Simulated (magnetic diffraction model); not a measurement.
# Nd3Nb4Cd3: what an assumed order does to the neutron pattern

Space group I-43d (no. 220), a = 9.6580 Å.

```csv
site,atom,x,y,z
12b,Nd,1/2,1/4,1/8
12a,Cd,0,3/4,1/8
16c,Nb,0.1736,0.1736,0.1736
```

This is a made-up structure (elements placed in a structure type, unrelaxed), so the numbers test the method and describe no known phase.

Only Nd is taken to order (form factors of Nd3+); orders and moment sizes are assumed, and not adapted to the symmetry. Radiation: neutrons of λ = 1.8 Å (absorption by Cd left out), 5° to 45°; isotropic B of 0.38 Å² (Nd), 0.42 Å² (Cd) and 0.53 Å² (Nb). The intensities are simulated: I ∝ L Σ (|F_N|² + |F_M⊥|²) for unpolarised neutrons, with F_M = 2.695 fm/μB × Σ f(s) S exp(2πi Q·r) exp(−B s²) at Q = H ± k (one set where k and −k are equivalent), only the part normal to Q counting and L = 1/(sin²θ cos θ). For collinear order S is the moment m, which repeats by lattice and centring translations R with the sign exp(−2πi k·R). Form factors are spin-only for 3d ions and dipole or tabulated for f ions, scattering lengths are Sears's of 1992, and absorption is left out. A label names one of the reflections at its angle. The strongest nuclear line in the range is 100, and lines under 0.2 are left out.

Assume the order k = (0 1 0), collinear moments along [100], 1.82 μB on Nd; signs + at (1/2, 1/4, 1/8), + at (1/2, 3/4, 3/8), + at (1/8, 1/2, 1/4), + at (3/8, 1/2, 3/4), + at (1/4, 1/8, 1/2), + at (3/4, 3/8, 1/2).

Q: Where does magnetic intensity appear, and how strong is it?

```tsv
2θ (°)	index	nuclear	magnetic
10.69	(0 1 0)	0.0	7.6
18.58	(1 1 1)	0.0	3.3
24.05	(2 1 0)	0.0	5.8
26.39	(2 1 1)	3.6	0.0
30.56	(2 2 0)	0.9	0.0
32.47	(2 2 1)	0.0	3.9
34.28	(3 1 0)	38.9	0.0
36.01	(3 1 1)	0.0	2.5
39.27	(3 2 0)	0.0	2.1
40.81	(3 2 1)	100.0	0.0
```

The strongest magnetic line in the range is (0 1 0) at 10.69° (7.6). On top of the Lorentz factor, which all lines share, magnetic lines fade with angle because f falls: for Nd3+ it is 0.98, 0.90, 0.79 and 0.54 at sin θ/λ = 0.1, 0.2, 0.3 and 0.5 Å⁻¹, while nuclear lengths stay constant. The order has no net moment.

[Logs are printed without paths, hosts, clocks, repeated set-up lines and the standing remarks that a program may print on its own settings, such as how far it seeks lower states.]
